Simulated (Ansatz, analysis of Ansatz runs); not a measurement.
# Reproducing a measured local vibrational mode: Li-H pair in ZnO

How near does this set-up come to the measured local vibrational mode? Subject: Li-H pair in ZnO. Set-up: HSE06, 72-site cell, PBE lattice, 420 eV, k: the zone centre alone, relaxed with the hybrid, anharmonic cut along the mode. The model is a cell of 72 host atoms with Li put on another atom's site and H put in between. The frequencies come from force constants among the defect atom and its neighbours, with the masses of the isotopes named. Exact exchange opens the gap, stiffens bonds and lessens the self-interaction error, at many times the cost.

**The experiment.** O-H stretch, 1H: 3577.3 cm⁻¹ at 10 K, by IR absorption (quoted in “Hydrogen-related defects in hydrothermally grown ZnO studied by Fourier Transform Infrared Spectroscopy”, 2010, Halvard Haug, quoting earlier work (2006)). O-D stretch, 2H: 2644.4 cm⁻¹, by IR absorption (quoted in “Hydrogen-related defects in hydrothermally grown ZnO studied by Fourier Transform Infrared Spectroscopy”, 2010, Halvard Haug, quoting earlier work (2006)). The runs below try to reproduce this.

Calculated with Ansatz 0.2.0; plane-wave PAW DFT, HSE06; relaxation of all atoms of a defect supercell.

### Step 1. Set-up

The cell holds 73 atoms: 35 Zn, 36 O, 1 Li and 1 H. Cell: a = 9.839 Å, b = 9.839 Å, c = 10.587 Å, α = 90.0°, β = 90.0°, γ = 120.0°. It derives from ZnO (space group P6_3mc). Nearest the centre at fractional (0.556, 0.444, 0.559): H73 at 0.63 Å, Li38 at 1.08 Å, O39 at 1.63 Å, O60 at 2.28 Å, O28 at 2.28 Å, O36 at 2.28 Å, Zn61 at 2.77 Å, Zn29 at 2.77 Å.

The host's primitive cell comes from a first run (plane-wave PAW DFT, PBE; relaxation of the host's cell and atoms): vectors of 3.280, 3.280 and 5.293 Å. That is 12.33 Å³ an atom, 3.6 % over the diffraction cell's volume. The supercell is built on it.

### Step 2. Relaxation, charge 0

Every later number rests on the structure around the defect, so the atoms are relaxed at the host's lattice first.

relax/input.yaml

```yaml
relax:
  f_tol: 0.01
  max_steps: 80
  random_displacement: { amplitude: 0.02, seed: 859 }
crystal:
  lattice:
    - [9.83855992, 0.0, 0.0]
    - [-4.91927996, 8.52044283, 0.0]
    - [0.0, 0.0, 10.58650209]
  atoms:
    - { symbol: Zn, position: [0.111111111, 0.222222222, 0.249983552] }
    - { symbol: Zn, position: [0.222222222, 0.111111111, -1.6448e-05] }
    - { symbol: O, position: [0.222222222, 0.111111111, 0.189521448] }
    - { symbol: O, position: [0.111111111, 0.222222222, 0.439521448] }
    - { symbol: Zn, position: [0.111111111, 0.222222222, 0.749983552] }
    - { symbol: Zn, position: [0.222222222, 0.111111111, 0.499983552] }
    - { symbol: O, position: [0.222222222, 0.111111111, 0.689521448] }
    - { symbol: O, position: [0.111111111, 0.222222222, 0.939521448] }
    - { symbol: Zn, position: [0.111111111, 0.555555556, 0.249983552] }
    - { symbol: Zn, position: [0.222222222, 0.444444444, -1.6448e-05] }
    - { symbol: O, position: [0.222222222, 0.444444444, 0.189521448] }
    - { symbol: O, position: [0.111111111, 0.555555556, 0.439521448] }
    - { symbol: Zn, position: [0.111111111, 0.555555556, 0.749983552] }
    - { symbol: Zn, position: [0.222222222, 0.444444444, 0.499983552] }
    - { symbol: O, position: [0.222222222, 0.444444444, 0.689521448] }
    - { symbol: O, position: [0.111111111, 0.555555556, 0.939521448] }
    - { symbol: Zn, position: [0.111111111, 0.888888889, 0.249983552] }
    - { symbol: Zn, position: [0.222222222, 0.777777778, -1.6448e-05] }
    - { symbol: O, position: [0.222222222, 0.777777778, 0.189521448] }
    - { symbol: O, position: [0.111111111, 0.888888889, 0.439521448] }
    - { symbol: Zn, position: [0.111111111, 0.888888889, 0.749983552] }
    - { symbol: Zn, position: [0.222222222, 0.777777778, 0.499983552] }
    - { symbol: O, position: [0.222222222, 0.777777778, 0.689521448] }
    - { symbol: O, position: [0.111111111, 0.888888889, 0.939521448] }
    - { symbol: Zn, position: [0.444444444, 0.222222222, 0.249983552] }
    - { symbol: Zn, position: [0.555555556, 0.111111111, -1.6448e-05] }
    - { symbol: O, position: [0.555555556, 0.111111111, 0.189521448] }
    - { symbol: O, position: [0.444444444, 0.222222222, 0.439521448] }
    - { symbol: Zn, position: [0.444444444, 0.222222222, 0.749983552] }
    - { symbol: Zn, position: [0.555555556, 0.111111111, 0.499983552] }
    - { symbol: O, position: [0.555555556, 0.111111111, 0.689521448] }
    - { symbol: O, position: [0.444444444, 0.222222222, 0.939521448] }
    - { symbol: Zn, position: [0.444444444, 0.555555556, 0.249983552] }
    - { symbol: Zn, position: [0.555555556, 0.444444444, -1.6448e-05] }
    - { symbol: O, position: [0.555555556, 0.444444444, 0.189521448] }
    - { symbol: O, position: [0.444444444, 0.555555556, 0.439521448] }
    - { symbol: Zn, position: [0.444444444, 0.555555556, 0.749983552] }
    - { symbol: Li, position: [0.555555556, 0.444444444, 0.457476594] }
    - { symbol: O, position: [0.555555556, 0.444444444, 0.713136425] }
    - { symbol: O, position: [0.444444444, 0.555555556, 0.939521448] }
    - { symbol: Zn, position: [0.444444444, 0.888888889, 0.249983552] }
    - { symbol: Zn, position: [0.555555556, 0.777777778, -1.6448e-05] }
    - { symbol: O, position: [0.555555556, 0.777777778, 0.189521448] }
    - { symbol: O, position: [0.444444444, 0.888888889, 0.439521448] }
    - { symbol: Zn, position: [0.444444444, 0.888888889, 0.749983552] }
    - { symbol: Zn, position: [0.555555556, 0.777777778, 0.499983552] }
    - { symbol: O, position: [0.555555556, 0.777777778, 0.689521448] }
    - { symbol: O, position: [0.444444444, 0.888888889, 0.939521448] }
    - { symbol: Zn, position: [0.777777778, 0.222222222, 0.249983552] }
    - { symbol: Zn, position: [0.888888889, 0.111111111, -1.6448e-05] }
    - { symbol: O, position: [0.888888889, 0.111111111, 0.189521448] }
    - { symbol: O, position: [0.777777778, 0.222222222, 0.439521448] }
    - { symbol: Zn, position: [0.777777778, 0.222222222, 0.749983552] }
    - { symbol: Zn, position: [0.888888889, 0.111111111, 0.499983552] }
    - { symbol: O, position: [0.888888889, 0.111111111, 0.689521448] }
    - { symbol: O, position: [0.777777778, 0.222222222, 0.939521448] }
    - { symbol: Zn, position: [0.777777778, 0.555555556, 0.249983552] }
    - { symbol: Zn, position: [0.888888889, 0.444444444, -1.6448e-05] }
    - { symbol: O, position: [0.888888889, 0.444444444, 0.189521448] }
    - { symbol: O, position: [0.777777778, 0.555555556, 0.439521448] }
    - { symbol: Zn, position: [0.777777778, 0.555555556, 0.749983552] }
    - { symbol: Zn, position: [0.888888889, 0.444444444, 0.499983552] }
    - { symbol: O, position: [0.888888889, 0.444444444, 0.689521448] }
    - { symbol: O, position: [0.777777778, 0.555555556, 0.939521448] }
    - { symbol: Zn, position: [0.777777778, 0.888888889, 0.249983552] }
    - { symbol: Zn, position: [0.888888889, 0.777777778, -1.6448e-05] }
    - { symbol: O, position: [0.888888889, 0.777777778, 0.189521448] }
    - { symbol: O, position: [0.777777778, 0.888888889, 0.439521448] }
    - { symbol: Zn, position: [0.777777778, 0.888888889, 0.749983552] }
    - { symbol: Zn, position: [0.888888889, 0.777777778, 0.499983552] }
    - { symbol: O, position: [0.888888889, 0.777777778, 0.689521448] }
    - { symbol: O, position: [0.777777778, 0.888888889, 0.939521448] }
    - { symbol: H, position: [0.555555999, 0.444444001, 0.618445448] }
basis:
  ecutwfc: 420
  xc_grid: 2
hamiltonian:
  xc: hse06
kpoints:
  mp_grid: { grid: [1, 1, 1] }
scf:
  occupations: { method: fermi_dirac, width: 0.01 }
  max_iter: 120
output:
  forces: true
checkpoint:
  write: "../relax.run"
  compress: false
  write_wavefunctions: true
  write_every: 100000
```

The run is started by

```console
> ansatz run input.yaml --threads 4 --pin off --max-ram 14131MiB --backend cpu --events-out ev --progress --plain --runs-dir out
```

Numbers of over 12 decimals in the logs are rounded to 6 here.

Log:

```text
[... repeated set-up lines and file paths are left out, and long positions are rounded to six places ...]
exact exchange: scf.exx.singularity resolves to wigner_seitz, which cuts the screened interaction at the faces of the exchange supercell's Wigner-Seitz cell, so that each pair interacts once, at the shortest of its separations (the periodic images that this [...]
Engine: ansatz 0.2.0, aarch64-unknown-linux-gnu
Pseudopotentials: kind: paw
Pseudopotential: Zn, paw, valence charge 12, recommended cutoff 420 eV (normal), Zn.paw.azcp
Pseudopotential: O, paw, valence charge 6, recommended cutoff 420 eV (normal), O.paw.azcp
Pseudopotential: Li, paw, valence charge 3, recommended cutoff 420 eV (normal), Li.paw.azcp
Pseudopotential: H, paw, valence charge 1, recommended cutoff 420 eV (normal), H.paw.azcp
Functional definition: HSE06
  parameter a = 0.25
  parameter omega = 0.11/bohr
  exchange = pbe_x - a*pbe_x_sr(omega) + a*exact_x_sr(omega)
  correlation = pbe_c
Crystal: 73 atoms, lattice volume = 887.455 Å³
Basis set: ecut = 420 eV, 17351 PW (Γ), exchange–correlation on 144×144×144 points (8 copies of the dense FFT grid, shifted against one another)
Bands: 393, of which v1, the nominal top of the filled ones, is band 320 counted from 1 (319 counted from 0)
Symmetry: 1 space group operations
k-points: 1
Non-local potential: Zn, projectors of the file, l = 0: 2, l = 1: 2, l = 2: 3, l = 3: 1
Non-local potential: O, projectors of the file, l = 0: 2, l = 1: 2, l = 2: 1
Non-local potential: Li, projectors of the file, l = 0: 3, l = 1: 2, l = 2: 1
Non-local potential: H, projectors of the file, l = 0: 2, l = 1: 1
PAW form: soft (Blöchl's): semilocal exchange-correlation on the pseudo side does not see the compensation charge
PAW frozen core: Zn, regenerated for the run's functional, and the local potential with it (the file was generated under x = pbe(κ = 0.804, μ = 0.219515), c = pbe(β = 0.066725))
PAW frozen core: O, regenerated for the run's functional, and the local potential with it (the file was generated under x = pbe(κ = 0.804, μ = 0.219515), c = pbe(β = 0.066725))
PAW one-centre angular grid: Zn, 590 points (default); XC on 64 Gauss nodes
PAW one-centre angular grid: O, 110 points (default); XC on 96 Gauss nodes
PAW one-centre angular grid: Li, 110 points (default); XC on 96 Gauss nodes
PAW one-centre angular grid: H, 110 points (default); XC on 64 Gauss nodes
Initial density: superposition of atomic densities (neutral atoms: chi_scale 0, normalization atom), corrected by the library's trained network
Initial wavefunctions: pseudopotential atomic-orbital guess
Functional: x = pbe(κ = 0.804, μ = 0.219515), c = pbe(β = 0.066725), warm-up for x = pbe(κ = 0.804, μ = 0.219515) + 0.25 (exact − pbe) at short range (hse, ω = 0.207870 Å⁻¹), c = pbe(β = 0.066725); [...]
SCF iter   1: F=—  HF=-136826.460939 eV  |F-HF|=—  |Δ(HF+E_count)|=         —  Δρ=4.08e-3  dr2=1.06e-1  ethr=1.77e-3  ⟨swp⟩=9.0  Hψ=1829  notcnv=0
preconditioner: auto → none  [insulator: Δε(μ)=0.727 eV  Ē_g=12.430 eV  σ=0.010 eV  W_gap=1.00  n_scr=242 (ndim 8)  ℏωp=31.5 eV  f_vac=0.042  D(μ)=0.00/eV (n_scr^D=0)]
SCF iter   2: F=—  HF=-136826.441508 eV  |F-HF|=—  |Δ(HF+E_count)|=   1.94e-2  Δρ=2.21e-3  dr2=2.99e-2  ethr=1.66e-5  ⟨swp⟩=6.0  Hψ=1285  notcnv=0
SCF iter   3: F=—  HF=-136826.433420 eV  |F-HF|=—  |Δ(HF+E_count)|=   8.09e-3  Δρ=7.85e-4  dr2=3.08e-3  ethr=4.67e-6  ⟨swp⟩=5.0  Hψ=1151  notcnv=0
SCF iter   4: F=—  HF=-136826.434447 eV  |F-HF|=—  |Δ(HF+E_count)|=   1.03e-3  Δρ=4.71e-4  dr2=1.64e-3  ethr=4.81e-7  ⟨swp⟩=9.0  Hψ=1045  notcnv=0
iter 5 solved again at ethr=5.01e-9 eV; its pass at ethr=2.56e-7 eV (dr2=3.21e-5 eV) is discarded
SCF iter   5: F=—  HF=-136826.434762 eV  |F-HF|=—  |Δ(HF+E_count)|=   3.15e-4  Δρ=7.07e-5  dr2=2.99e-5  ethr=5.01e-9  ⟨swp⟩=4.0  Hψ=1804  notcnv=0
SCF iter   6: F=—  HF=-136826.434776 eV  |F-HF|=—  |Δ(HF+E_count)|=   1.37e-5  Δρ=3.58e-5  dr2=8.68e-6  ethr=4.67e-9  ⟨swp⟩=4.0  Hψ=820  notcnv=0
SCF iter   7: F=—  HF=-136826.434779 eV  |F-HF|=—  |Δ(HF+E_count)|=   2.93e-6  Δρ=1.62e-5  dr2=1.58e-6  ethr=1.36e-9  ⟨swp⟩=4.0  Hψ=839  notcnv=0
SCF iter   8: F=—  HF=-136826.434779 eV  |F-HF|=—  |Δ(HF+E_count)|=   5.61e-7  Δρ=4.93e-6  dr2=1.21e-7  ethr=2.48e-10  ⟨swp⟩=3.0  Hψ=978  notcnv=0
SCF iter   9: F=-136826.434779 eV  HF=-136826.434779 eV  |F-HF|=3.23e-8  |Δ(HF+E_count)|=   1.43e-7  Δρ=2.26e-6  dr2=2.21e-8  ethr=1.89e-11  ⟨swp⟩=3.0  Hψ=875  notcnv=0
SCF 1 converged in 9 iterations: F = -136826.434779 eV  dr2 = 2.21e-8
  greatest PAW one-centre occupation: 1.000 electrons in one spin orbital (limit 2), on the Li atom at site 37 (counted from 0), in its partial waves of l = 0
Initial density: handed on by an earlier stage of this run
Initial wavefunctions: those handed on with the density
Functional: x = pbe(κ = 0.804, μ = 0.219515) + 0.25 (exact − pbe) at short range (hse, ω = 0.207870 Å⁻¹), c = pbe(β = 0.066725); HSE06 as pw.x's `hse` composes it (authors' and Libxc's form: `xc: wpbeh`)
Exchange kernel: α = 0.2500, screened, ω = 0.2079 Å⁻¹, Wigner–Seitz truncation, v(0) = 888.9961 eV·Å³, q-mesh 1×1×1, nearest image of the exchange supercell L = 9.84 Å, pair-density grid 48×48×50, without the augmentation charges, whose exchange is taken in [...]
Frozen-core exchange: fock
[...]
SCF 2 stopped early in 7 iterations: F = -136821.422304 eV  dr2 = 1.09e-4
  Residual-converged pass: ⟨swp⟩=5.0  Hψ=1195  notcnv=0  max |occ|·‖R‖ = 4.3e-6 eV (tolerance 6.7e-6 eV)  dr2=1.08e-4  dr2_onsite=1.06e-5  max |Δocc| = 0.0e0
hybrid outer 1: dexx = +4.227e-1 eV, tail = 1.13e-3 eV
SCF iter   1: F=—  HF=-136821.403699 eV  |F-HF|=—  |Δ(HF+E_count)|=         —  Δρ=1.14e-4  dr2=1.12e-4  ethr=8.87e-7  ⟨swp⟩=8.0  Hψ=900  notcnv=0
SCF iter   2: F=—  HF=-136821.403703 eV  |F-HF|=—  |Δ(HF+E_count)|=   4.77e-6  Δρ=5.83e-5  dr2=1.83e-5  ethr=1.67e-8  ⟨swp⟩=4.0  Hψ=1213  notcnv=0
SCF iter   3: F=—  HF=-136821.403702 eV  |F-HF|=—  |Δ(HF+E_count)|=   1.82e-6  Δρ=1.43e-5  dr2=3.33e-6  ethr=2.13e-9  ⟨swp⟩=3.0  Hψ=742  notcnv=0
SCF iter   4: F=—  HF=-136821.403725 eV  |F-HF|=—  |Δ(HF+E_count)|=   2.32e-5  Δρ=1.57e-5  dr2=2.13e-6  ethr=1.22e-10  ⟨swp⟩=4.0  Hψ=1315  notcnv=0
SCF iter   5: F=—  HF=-136821.403724 eV  |F-HF|=—  |Δ(HF+E_count)|=   5.09e-7  Δρ=4.26e-6  dr2=1.09e-7  ethr=1.22e-10  ⟨swp⟩=4.0  Hψ=875  notcnv=0
SCF iter   6: F=-136821.403725 eV  HF=-136821.403725 eV  |F-HF|=3.82e-8  |Δ(HF+E_count)|=   3.63e-7  Δρ=3.18e-6  dr2=6.53e-8  ethr=1.12e-11 (applied; sched 9.65e-12)  ⟨swp⟩=4.0  Hψ=1247  notcnv=0
SCF 3 converged in 6 iterations: F = -136821.403725 eV  dr2 = 6.53e-8
  Residual-converged pass: ⟨swp⟩=2.0  Hψ=530  notcnv=0  max |occ|·‖R‖ = 4.8e-6 eV (tolerance 5.4e-6 eV)  dr2=6.51e-8  dr2_onsite=5.34e-9  max |Δocc| = 0.0e0
hybrid outer 2: dexx = +2.271e-5 eV, tail = 3.38e-7 eV, Δε = 4.40e-3 eV (about 9.79e-5 eV left of the loop's levels), ΔF = 9.10e-3 eV/Å (tail 1.66e-3)
relax step   1: F+E_penalty+E_count = -136821.40372171 eV  Δ(F+E_penalty+E_count) = +0.000e0 eV  max|allowed force component| = 2.817e0 eV/Å  Δτ_max = 0.0000 Å  (22 SCF iters, accepted)
[...]
relax step   2: F+E_penalty+E_count = -136821.98440155 eV  Δ(F+E_penalty+E_count) = -5.807e-1 eV  max|allowed force component| = 1.201e0 eV/Å  Δτ_max = 0.1813 Å  (13 SCF iters, dr2 threshold 1.00e-4 eV, accepted)
relax step   3: F+E_penalty+E_count = -136822.24672326 eV  Δ(F+E_penalty+E_count) = -2.623e-1 eV  max|allowed force component| = 1.759e-1 eV/Å  Δτ_max = 0.1524 Å  (12 SCF iters, dr2 threshold 9.01e-5 eV, accepted)
relax step   4: F+E_penalty+E_count = -136822.26270968 eV  Δ(F+E_penalty+E_count) = -1.599e-2 eV  max|allowed force component| = 4.311e-2 eV/Å  Δτ_max = 0.0218 Å  (14 SCF iters, dr2 threshold 1.93e-6 eV, accepted)
relax step   5: F+E_penalty+E_count = -136822.26098583 eV  Δ(F+E_penalty+E_count) = +1.724e-3 eV  max|allowed force component| = 7.543e-2 eV/Å  Δτ_max = 0.0265 Å  (22 SCF iters, dr2 threshold 1.16e-7 eV, rejected (line search))
[...]
relax step   6: F+E_penalty+E_count = -136822.26523483 eV  Δ(F+E_penalty+E_count) = -2.525e-3 eV  max|allowed force component| = 8.999e-3 eV/Å  Δτ_max = 0.0128 Å  (18 SCF iters, accepted)
hybrid SCF converged: 3 outer / 18 inner (+0 warm-up), last move |dexx| = 1.69e-8 eV, tail = 3.40e-9 eV
Stability not checked: this state was not tested for a lower state beside it, because the functional holds exact exchange (a hybrid, or Hartree-Fock), whose exchange loop this test does not read (fock_operator; see scf.lower_state_search)
Free energy (F): -136822.265235 eV
Harris-Foulkes:  -136822.265235 eV  (|F-HF|=9.90e-10)
Internal energy: -136822.265235 eV  (E = F + TS)
E sigma→0 (E₀):  -136822.265235 eV
Fermi energy:    6.607410 eV
--- Per-component energies (eV) ---
  E_band       = -571.714800
  E_kinetic    = 10918.941661
  E_local      = -72834.100035  (includes V_loc(G=0)·N_el)
  E_nonlocal   = 23496.051209
  E_hartree    = 30117.458948
  E_xc         = -5910.907372
  E_vxc        = -4118.942653  (∫ρ·V_xc dr)
  E_exx        = -2178.095678  (= α·E_x^exact, valence–valence)
  E_paw        = -69309.891173  (= ΣΔE_a)
  E_vpaw       = -13912.464913  (= ΣTr[D̂ρ^β])
  E_aug_tail   = 0.073627  (compensation charges beyond the density's cutoff)
  E_ewald      = -51143.259991
  E_core_change = 21.463581  (= ΣΔE_core)
  E_smearing   = -0.000000  (= −TS)
  E_closure    = -0.000011  (closes the sum)
  Σ components = -136822.265235   (vs F -136822.265235, Δ=2.91e-11)
--- Forces (eV/Å), atoms counted from 1 ---
  atom   1  Zn     0.00035227    -0.00057546     0.00058218
  atom   2  Zn    -0.00040419    -0.00145490     0.00109839
  [... 25 atoms left out ...]
  atom  28  O      0.00397555     0.00074397     0.00290699
  atom  29  Zn    -0.00071407    -0.00000700     0.00191730
  atom  30  Zn     0.00223332    -0.00034653    -0.00129939
  [... 5 atoms left out ...]
  atom  36  O      0.00209033    -0.00100449    -0.00356635
  atom  37  Zn    -0.00209211     0.00095224     0.00127004
  atom  38  Li    -0.00254893     0.00399024     0.00207804
  atom  39  O     -0.00024917    -0.00063449    -0.00492924
  [... 20 atoms left out ...]
  atom  60  O     -0.00006917    -0.00521988     0.00354720
  atom  61  Zn    -0.00161872     0.00191116    -0.00004216
  [... 11 atoms left out ...]
  atom  73  H      0.00132906    -0.00082287     0.00196398
  max |Σ_I F_I| component: 9.46e-4 eV/Å
--- Band table (eV) ---
  k-point 0: bands = ["-40.1771", "-15.8478", "-13.8216", "-13.5200", [... 349 left out ...] "15.0060", "15.0063", "15.0457", "15.0640"]
  guard bands above this table: 36 of the run's 393 bands. The solve was not asked for them (output.publish_guard_bands: true or output.eigenvalues: true publishes all)
--- Relaxed structure (6 steps of the walk, 5 accepted, 0 SCFs on fresh bases) ---
  F+E_penalty+E_count = -136822.26523483 eV   max|allowed force component| = 8.999e-3 eV/Å
  atoms:
    - { symbol: Zn, position: [0.110723, 0.222024, 0.251516] }
    - { symbol: Zn, position: [0.219983, 0.110016, 0.001013] }
    [... 25 atoms left out ...]
    - { symbol: O, position: [0.443624, 0.220416, 0.435902] }
    - { symbol: Zn, position: [0.437873, 0.208757, 0.757579] }
    - { symbol: Zn, position: [0.554149, 0.114295, 0.498188] }
    [... 5 atoms left out ...]
    - { symbol: O, position: [0.443731, 0.556531, 0.436060] }
    - { symbol: Zn, position: [0.437806, 0.562479, 0.757668] }
    - { symbol: Li, position: [0.555722, 0.444377, 0.421342] }
    - { symbol: O, position: [0.555739, 0.444609, 0.710086] }
    [... 20 atoms left out ...]
    - { symbol: O, position: [0.779773, 0.556590, 0.435908] }
    - { symbol: Zn, position: [0.791569, 0.562417, 0.757644] }
    [... 11 atoms left out ...]
    - { symbol: H, position: [0.555667, 0.444847, 0.619400] }
```

Elapsed: 19 min, on 4 threads of Arm Neoverse V1, shared host; peak memory 3.3 GiB; 72 min of CPU time.

Step by step:

```
step  energy less that of the first step (eV)  largest force component (eV/Å)
   1                                   0.0000                          2.8169
   2                                  -0.5807                          1.2006
   3                                  -0.8430                          0.1759
   4                                  -0.8590                          0.0431
   5                                  -0.8573                          0.0754
   6                                  -0.8615                          0.0090
```

Relaxation step 5 was tried and not accepted.

The atoms that moved most (Å, from the sites as typed, ahead of the random displacement):

```csv
atom,dx,dy,dz,length
Li38,0.001,-0.001,-0.383,0.383
Zn37,-0.100,0.058,0.081,0.142
Zn61,0.101,0.058,0.081,0.142
Zn29,0.000,-0.116,0.080,0.141
O35,0.000,0.000,0.075,0.075
Zn34,0.000,0.000,0.070,0.070
Zn25,0.000,-0.059,-0.010,0.060
Zn33,-0.051,0.029,-0.008,0.059
```

Neighbours of the ideal centre at the end:

| atom | distance (Å) |
| --- | --- |
| H73 | 0.637 |
| Li38 | 1.459 |
| O39 | 1.597 |
| O36 | 2.311 |
| O28 | 2.312 |
| O60 | 2.314 |
| Zn29 | 2.906 |
| Zn37 | 2.907 |
| Zn61 | 2.908 |

Neighbours of the added atoms: H73: O39 0.96, Li38 2.10, Zn37 2.48 Å.

Read from the output:

```yaml
free_energy: -136822.2652 eV
```

The relaxation ends 12 meV an atom lower than the displaced start, with a largest force component of 0.0090 eV/Å.

(Continued in part 2 of 2.)

[Logs are printed without paths, hosts, clocks, repeated set-up lines and the standing remarks that a program may print on its own settings, such as how far it seeks lower states.]

[Hosts, paths, dates, database ids (printed as entryN), source tags and the programs' standing remarks are cut or masked in the printed files.]

[For some hosts the program warned that the k-mesh of the response run may be too coarse for force constants and the static dielectric constant; such warnings are not shown here.]
